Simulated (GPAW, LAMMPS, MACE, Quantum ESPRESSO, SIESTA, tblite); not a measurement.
# Quantum ESPRESSO on glassy 44SiO2-56MgO (mol %) (83 atoms): settings compared

How far do other settings of Quantum ESPRESSO move the forces in glassy 44SiO2-56MgO (mol %) (83 atoms)? One run of the same program serves as the yardstick.

Calculated with Quantum ESPRESSO 7.5; the method is named at each step.

## (1) Starting point

The cell holds 83 atoms: 15 Si, 19 Mg and 49 O. Its edges and angles: a = 10.182 Å, b = 10.182 Å, c = 10.182 Å, α = 90.0°, β = 90.0°, γ = 90.0°. 83 atoms (15 Si, 19 Mg, 49 O) placed at random at 2.56 g/cm³, melted at 4000 K for 10 ps at fixed volume with the Morse and Coulomb pair potential with partial charges (Pedone, Malavasi, Menziani, Cormack and Segre, J. Phys. Chem. B 110, 11780 (2006)). Quenched from 4000 K to 300 K at 30 K/ps and fixed volume, held 10 ps at zero pressure.

The yardstick, on the same geometry:

- method: Kohn-Sham DFT, PBE, SSSP efficiency 1.3.0 pseudopotentials, plane waves (Quantum ESPRESSO 7.5); sssp-pbe-1.3.0-efficiency, cutoffs 60/480 Ry, Γ point
- r.m.s. force component: 1.425 eV/Å
- longest force: 6.188 eV/Å
- pressure: 5.229 GPa
- gap (highest filled to lowest empty level): 3.319 eV
- time: 3.9 min on 2 MPI ranks of Arm Neoverse V1, shared host
- CPU time: 7.9 min

## (2) PBE+D3(BJ), sssp-1.3.0-efficiency, 60/480 Ry

Method: Kohn-Sham DFT, PBE+D3(BJ), SSSP efficiency 1.3.0 pseudopotentials, plane waves.

Contents of pw.in:

```
&control
  calculation = 'scf'
  pseudo_dir = './pseudo'
  outdir = './tmp'
  disk_io = 'none'
  tprnfor = .true.
  tstress = .true.
/
&system
  ibrav = 0
  nat = 83
  ntyp = 3
  ecutwfc = 60
  ecutrho = 480
  nosym = .true.
  occupations = 'smearing'
  smearing = 'fd'
  degauss = 0.003675
  vdw_corr = 'dft-d3'
  dftd3_version = 4
  dftd3_threebody = .false.
/
&electrons
  conv_thr = 4.1e-07
  electron_maxstep = 100
  mixing_beta = 0.4
  mixing_mode = 'plain'
  diagonalization = 'david'
/
ATOMIC_SPECIES
Si 28.085 Si.upf
Mg 24.305 Mg.upf
O 15.999 O.upf
CELL_PARAMETERS angstrom
10.18214 0.00000 0.00000
0.00000 10.18214 0.00000
0.00000 0.00000 10.18214
ATOMIC_POSITIONS crystal
Si 0.28613 0.87242 0.93756
Si 0.06020 0.93136 0.11459
Si 0.75041 0.57867 0.78979
Si 0.52087 0.21796 0.77796
Si 0.45287 0.09999 0.04147
Si 0.76596 0.08167 0.29481
Si 0.24525 0.28507 0.69509
Si 0.25009 0.50000 0.47460
Si 0.99918 0.45078 0.19073
Si 0.17040 0.46526 0.94277
Si 0.73917 0.59822 0.48523
Si 0.29341 0.92111 0.42457
Si 0.15916 0.98428 0.68890
Si 0.82225 0.28714 0.75607
Si 0.63082 0.96073 0.69156
Mg 0.96141 0.20987 0.05173
Mg 0.39228 0.38112 0.17028
Mg 0.39353 0.74698 0.66345
Mg 0.76329 0.03859 0.97887
Mg 0.71986 0.35494 0.28177
Mg 0.23490 0.68318 0.18622
Mg 0.94632 0.69186 0.99898
Mg 0.70258 0.52233 0.08020
Mg 0.45746 0.61883 0.96530
Mg 0.61424 0.81622 0.14407
Mg 0.46271 0.13054 0.35371
Mg 0.05729 0.72874 0.40550
Mg 0.90723 0.88000 0.80432
Mg 0.89094 0.07675 0.56226
Mg 0.47129 0.60252 0.30468
Mg 0.83708 0.78044 0.27701
Mg 0.08462 0.16368 0.31498
Mg 0.97044 0.40629 0.50030
Mg 0.61994 0.85683 0.45616
O 0.18923 0.13670 0.69319
O 0.85258 0.70543 0.45456
O 0.07934 0.38629 0.05695
O 0.03327 0.35767 0.30886
O 0.90169 0.25984 0.63141
O 0.24778 0.79384 0.36382
O 0.44300 0.71452 0.14159
O 0.89346 0.10177 0.37641
O 0.52016 0.06183 0.73711
O 0.39904 0.28012 0.70962
O 0.56204 0.45572 0.19986
O 0.71057 0.57629 0.63211
O 0.84705 0.68667 0.82754
O 0.10100 0.59869 0.92045
O 0.26058 0.90349 0.58841
O 0.10129 0.55453 0.48176
O 0.62608 0.66281 0.39351
O 0.40783 0.17603 0.17191
O 0.50000 0.21091 0.93809
O 0.57216 0.99607 0.06658
O 0.18920 0.84331 0.06613
O 0.03638 0.59910 0.19058
[... 23 atom lines left out ...]
O 0.56746 0.82482 0.64548
O 0.08751 0.07975 0.12893
O 0.78381 0.46295 0.42449
O 0.45127 0.94758 0.40530
K_POINTS gamma
```

Command:

```bash
$ OMP_NUM_THREADS=1 mpirun -np 2 pw.x -in pw.in > output.txt
```

The log of the run:

```text
Program PWSCF
     gamma-point specific algorithms are used
     Parallelization info
     sticks:   dense  smooth     PW     G-vecs:    dense   smooth      PW
     Min        7067    3544    879               632517   223755   27901
     Max        7070    3545    886               632522   223756   27902
     Sum       14137    7089   1765              1265039   447511   55803
     bravais-lattice index     =            0
     lattice parameter (alat)  =      19.2415  a.u.
     unit-cell volume          =    7123.8340 (a.u.)^3
     number of atoms/cell      =           83
     number of atomic types    =            3
     number of electrons       =       392.00
     number of Kohn-Sham states=          235
     kinetic-energy cutoff     =      60.0000  Ry
     charge density cutoff     =     480.0000  Ry
     scf convergence threshold =      4.1E-07
     mixing beta               =       0.4000
     number of iterations used =            8  plain     mixing
     Exchange-correlation= SLA  PW   PBX  PBC
                           (   1   4   3   4   0   0   0)
     crystal axes: (cart. coord. in units of alat)
               a(1) = (   1.000000   0.000000   0.000000 )
               a(2) = (   0.000000   1.000000   0.000000 )
               a(3) = (   0.000000   0.000000   1.000000 )
     reciprocal axes: (cart. coord. in units 2 pi/alat)
               b(1) = (  1.000000  0.000000  0.000000 )
               b(2) = (  0.000000  1.000000  0.000000 )
               b(3) = (  0.000000  0.000000  1.000000 )
     PseudoPot. # 1 for Si:
     Pseudo is Ultrasoft + core correction, Zval =  4.0
     PseudoPot. # 2 for Mg:
     Pseudo is Projector augmented-wave + core cor, Zval =  2.0
     PseudoPot. # 3 for O :
     Pseudo is Projector augmented-wave + core cor, Zval =  6.0
     atomic species   valence    mass     pseudopotential
     Si                4.00    28.08500     Si( 1.00)
     Mg                2.00    24.30500     Mg( 1.00)
     O                 6.00    15.99900     O ( 1.00)
     No symmetry found
   Cartesian axes
     --------------------------------------------
     DFT-D3 Dispersion Correction (no 3-body):
     --------------------------------------------
       Reference C6 values for interpolation:
         atom   Coordination number   C6
         O          0.000            31.01
         O          0.993            25.63
         O          1.989            20.74
[...]
Si         2.941           443.01
         Si         3.868           299.55
       Values used:
         atom   Coordination number  R0_AB[au]  C6      C8
         Si         5.706            3.583    299.55  21425.58
         Si         6.788            3.583    299.55  21425.58
         Si         5.543            3.583    299.55  21425.58
[...]
O          2.994            2.345     20.74    418.58
         O          3.037            2.345     20.74    418.58
         Molecular C6 ( Ry / a.u.^6 ) =    665612.93
     number of k points=     1  Fermi-Dirac smearing, width (Ry)=  0.0037
                       cart. coord. in units 2pi/alat
        k(    1) = (   0.0000000   0.0000000   0.0000000), wk =   2.0000000
     Dense  grid:   632520 G-vectors     FFT dimensions: ( 135, 135, 135)
     Smooth grid:   223756 G-vectors     FFT dimensions: (  96,  96,  96)
     Initial potential from superposition of free atoms
     starting charge     391.9740, renormalised to     392.0000
     Starting wfcs are  332 randomized atomic wfcs
     Self-consistent Calculation
     iteration #  1     ecut=    60.00 Ry     beta= 0.40
     total energy              =   -2856.26320172 Ry
     estimated scf accuracy    <      22.63435090 Ry
     iteration #  2     ecut=    60.00 Ry     beta= 0.40
     total energy              =   -2861.49104877 Ry
     estimated scf accuracy    <       0.91320467 Ry
     iteration #  3     ecut=    60.00 Ry     beta= 0.40
     total energy              =   -2861.50677926 Ry
     estimated scf accuracy    <       0.36656135 Ry
[...]
negative rho (up, down):  5.203E-06 0.000E+00
[...]
negative rho (up, down):  7.100E-06 0.000E+00
[...]
negative rho (up, down):  1.435E-06 0.000E+00
[...]
total energy              =   -2861.56179613 Ry
[...]
iteration # 11     ecut=    60.00 Ry     beta= 0.40
[...]
total energy              =   -2861.56179824 Ry
     estimated scf accuracy    <       0.00000150 Ry
     iteration # 12     ecut=    60.00 Ry     beta= 0.40
[...]
End of self-consistent calculation
          k = 0.0000 0.0000 0.0000 ( 27902 PWs)   bands (ev):
   -17.0175 -16.7664 -16.4045 -16.0861 -15.9512 -15.8528 -15.7893 -15.6863
   -15.5741 -15.4921 -15.4345 -15.2277 -15.0977 -14.9678 -14.9043 -14.8524
   -14.7935 -14.7260 -14.7010 -14.6656 -14.5638 -14.5010 -14.4609 -14.3986
[...]
10.7644  10.8415  10.9437  11.0159  11.0900  11.1515  11.2073  11.2802
    11.3683  11.4274  11.5758  11.6106  11.6612  11.7221  11.7721  11.8430
    11.9010  11.9383  12.0142
     the Fermi energy is     5.0063 ev
!    total energy              =   -2861.56179851 Ry
     estimated scf accuracy    <       0.00000006 Ry
     smearing contrib. (-TS)   =      -0.00000000 Ry
     internal energy E=F+TS    =   -2861.56179851 Ry
     The total energy is F=E-TS. E is the sum of the following terms:
     one-electron contribution =    -963.41258741 Ry
     hartree contribution      =     706.69744648 Ry
     xc contribution           =    -498.82403325 Ry
     ewald contribution        =   -1045.01568760 Ry
     DFT-D3 Dispersion         =      -1.05661700 Ry
     one-center paw contrib.   =   -1059.95031972 Ry
     convergence has been achieved in  12 iterations
     negative rho (up, down):  5.418E-07 0.000E+00
     Forces acting on atoms (cartesian axes, Ry/au):
     atom    1 type  1   force =    -0.05696234    0.09677795    0.01237553
     atom    2 type  1   force =    -0.06497787   -0.01559395   -0.11783742
     atom    3 type  1   force =     0.02066030   -0.13974798   -0.08723423
[...]
atom   82 type  3   force =     0.05535235   -0.09877323   -0.01887950
     atom   83 type  3   force =     0.01622216   -0.03323586    0.00458712
     Total force =     0.874705     Total SCF correction =     0.000536
     Computing stress (Cartesian axis) and pressure
     negative rho (up, down):  5.418E-07 0.000E+00
          total   stress  (Ry/bohr**3)                   (kbar)     P=       29.47
   0.00017508  -0.00000388   0.00015739           25.76       -0.57       23.15
  -0.00000388   0.00023150   0.00000480           -0.57       34.06        0.71
   0.00015739   0.00000480   0.00019433           23.15        0.71       28.59
     Message from routine punch:
     Nothing written, as per user request (disk_io='none')
```

Run time: 3.9 min. Hardware: 2 MPI ranks of Arm Neoverse V1, shared host; peak memory 3 GiB; 7.8 min of CPU time.

Banners, paths, timers and routine set-up lines are dropped from the logs unmarked, and long logs keep their key lines alone; longer cuts are marked.

Numbers from this run, and their distance from the reference:

| Quantity | Value |
| --- | --- |
| r.m.s. force component | 1.425 eV/Å |
| r.m.s. difference of force components | 6.619 meV/Å |
| longest difference of force vectors | 25.04 meV/Å |
| force difference over r.m.s. force | 0.4644 % |
| slope of forces against the reference's | 1 |
| correlation of force components | 1 |
| gap (highest filled to lowest empty level) | 3.319 eV |
| gap difference | 0 eV |
| pressure | 2.947 GPa |
| pressure difference | -2.282 GPa |

Length of the force difference by element (eV/Å):

| element | atoms | mean | most |
| --- | --- | --- | --- |
| Mg | 19 | 0.014 | 0.023 |
| O | 49 | 0.0073 | 0.012 |
| Si | 15 | 0.016 | 0.025 |

Levels nearest the highest filled one (eV from it): -0.65, -0.57, -0.55, -0.52, -0.47, -0.40, -0.39, -0.33, -0.29, -0.23, -0.12, 0.00, 3.32, 4.84, 4.98, 5.39, 5.40, 5.65, 5.81, 5.96, 6.22, 6.31, 6.50, 6.56.

Local excerpt of 9 atoms (numbers count through the whole input) about O45, picked at random; x, y, z are measured from there.

| atom | x | y | z | distance (Å) | bonds | Fx | Fy | Fz (eV/Å) |
| --- | --- | --- | --- | --- | --- | --- | --- | --- |
| O45 | 0.00 | 0.00 | 0.00 | 0.00 | 4 | 0.85 | -0.23 | -0.10 |
| Mg17 | -1.73 | -0.76 | -0.30 | 1.91 | 4 | -0.46 | -0.88 | -0.92 |
| Mg23 | 1.43 | 0.68 | -1.22 | 2.00 | 4 | -0.13 | 0.75 | -0.32 |
| Mg30 | -0.92 | 1.49 | 1.07 | 2.06 | 4 | 0.80 | -0.33 | 0.27 |
| Mg20 | 1.61 | -1.03 | 0.83 | 2.08 | 4 | -0.74 | -0.36 | 0.00 |
| O60 | -2.51 | 0.22 | 1.37 | 2.87 | 3 | 0.76 | -0.04 | -3.11 |
| O51 | 0.65 | 2.11 | 1.97 | 2.96 | 3 | -1.61 | 1.33 | 0.03 |
| O41 | -1.21 | 2.64 | -0.59 | 2.96 | 4 | -0.32 | -0.83 | 0.50 |
| O74 | 2.95 | -0.36 | -0.65 | 3.04 | 3 | -0.89 | -0.56 | 0.79 |

Forces lie 0.46 % from the reference's, at 0.99 times its CPU time.

## (3) PBE, gbrv-1.5, 40/200 Ry

Method: Kohn-Sham DFT, PBE, GBRV 1.5 ultrasoft pseudopotentials, plane waves.

The pseudopotential files are exchanged too: ./pseudo now holds the set gbrv-pbe-1.5.

pw.in, as its differences from that of step 2:

```diff
@@ -12,4 +12,4 @@
   ntyp = 3
-  ecutwfc = 60
-  ecutrho = 480
+  ecutwfc = 40
+  ecutrho = 200
   nosym = .true.
@@ -18,5 +18,2 @@
   degauss = 0.003675
-  vdw_corr = 'dft-d3'
-  dftd3_version = 4
-  dftd3_threebody = .false.
 /
```

The log of the run:

```text
[banner, memory and clock lines left out]
Program PWSCF
     gamma-point specific algorithms are used
[... lines left out ...]
     total energy              =   -4116.48382432 Ry
[... lines left out ...]
     total energy              =   -4116.51072113 Ry
[... lines left out ...]
     total energy              =   -4116.53370849 Ry
[... lines left out ...]
     total energy              =   -4116.53371168 Ry
[... lines left out ...]
     the Fermi energy is     6.1564 ev
!    total energy              =   -4116.53371237 Ry
[... lines left out ...]
     The total energy is F=E-TS. E is the sum of the following terms:
[... lines left out ...]
     convergence has been achieved in  10 iterations
     Forces acting on atoms (cartesian axes, Ry/au):
     atom    1 type  1   force =    -0.05587887    0.09572565    0.01010479
     atom    2 type  1   force =    -0.06563160   -0.01422681   -0.11604793
     atom    3 type  1   force =     0.02113999   -0.13954368   -0.08499996
[...]
atom   82 type  3   force =     0.05353955   -0.09610159   -0.01761056
     atom   83 type  3   force =     0.01441771   -0.03319706    0.00443710
     Total force =     0.857069     Total SCF correction =     0.001770
     Computing stress (Cartesian axis) and pressure
          total   stress  (Ry/bohr**3)                   (kbar)     P=       54.61
   0.00034659  -0.00000282   0.00015638           50.98       -0.42       23.00
  -0.00000282   0.00040154   0.00000373           -0.42       59.07        0.55
   0.00015638   0.00000373   0.00036550           23.00        0.55       53.77
     Message from routine punch:
     Nothing written, as per user request (disk_io='none')
```

Elapsed: 2.2 min, on 2 MPI ranks; peak memory 1.2 GiB.

Compared with the plane-wave run:

```
r.m.s. force component                           : 1.396 eV/Å
r.m.s. difference of force components            : 37.7 meV/Å
longest difference of force vectors              : 148.1 meV/Å
force difference over r.m.s. force               : 2.645 %
slope of forces against the reference's          : 0.9797
correlation of force components                  : 0.9999
gap (highest filled to lowest empty level) : 3.349 eV
gap difference                                   : 0.0301 eV
pressure                                         : 5.461 GPa
pressure difference                              : 0.2314 GPa
```

Against the first run (0.46 %), the force difference from the reference is 2.6 %, at 0.57 times the CPU time.

## (4) Side by side

Differences are against the plane-wave reference, forces as r.m.s. over components; share is that over the reference's r.m.s. force, slope the least-squares factor from reference forces to these. Total energies of different programs have different zeros and aren't compared.

| run | Δ force, r.m.s. (meV/Å) | share (%) | slope | Δ pressure (GPa) | Δ gap (eV) | cores | CPU time | memory (GiB) |
| --- | --- | --- | --- | --- | --- | --- | --- | --- |
| reference | - | - | - | - | - | 2 | 7.9 min | 3.0 |
| QE PBE+D3(BJ), sssp-1.3.0-efficiency, 60/480 Ry | 6.62 | 0.464 | 1.000 | -2.28 | 0 | 2 | 7.8 min | 3.0 |
| QE PBE, gbrv-1.5, 40/200 Ry | 37.7 | 2.65 | 0.980 | 0.231 | 0.0301 | 2 | 4.5 min | 1.2 |

CPU time is summed over cores on a shared host, where runs went side by side, so it is rough. Symmetry, cutoffs, thresholds, outputs and thread counts weren't matched or tuned between programs; memory under MPI is the largest rank's times the ranks.

## (5) What came out

| Property | Result |
| --- | --- |
| nearest in forces | QE PBE+D3(BJ), sssp-1.3.0-efficiency, 60/480 Ry, 0.46 % |
| its CPU time | 7.8 min |

What this shows: PBE on plane waves or a grid with other potentials, cutoffs or grids differs from the reference by 2.6 % (QE PBE, gbrv-1.5, 40/200 Ry) of the r.m.s. force; this holds the reference's own error, so differences of a few per cent don't tell which side is nearer the exact PBE result. In the reference's own program, potentials and cutoffs, a change of model alone moves forces by 0.46 % (QE PBE+D3(BJ), sssp-1.3.0-efficiency, 60/480 Ry). None of the electronic-structure runs in the table takes under half the reference's CPU time of 7.9 min; they take 0.57 to 0.99 times as much. At the same functional, the gap of QE PBE, gbrv-1.5, 40/200 Ry lies 0.03 eV above the reference's 3.32 eV. The potentials hold different valence shells: 392 electrons in the reference, 544 in Quantum ESPRESSO with GBRV; this bears on time and differences. The reference's pressure holds the uncorrected Pulay stress of its 60 Ry basis, so small pressure differences, and their order, may be the reference's own error. The quench rate of 30 K/ps is many orders above laboratory rates, so the cell is likely richer in defects and strain than a real sample. The network of bonds at the start is that of the classical potential that made the cell, and needn't be the one that DFT or experiment would give. The electronic-structure runs sample only Γ, in a cell whose shortest periodic width is 10 Å.

[Also dropped from logs without a mark: logging warnings of Python, and SIESTA's first energy breakdown and zero terms.]

[Logs are printed without paths, hosts, clocks, repeated set-up lines and the standing remarks that a program may print on its own settings, such as how far it seeks lower states.]

[Hosts, paths, dates, database ids (printed as entryN), source tags and the programs' standing remarks are cut or masked in the printed files.]
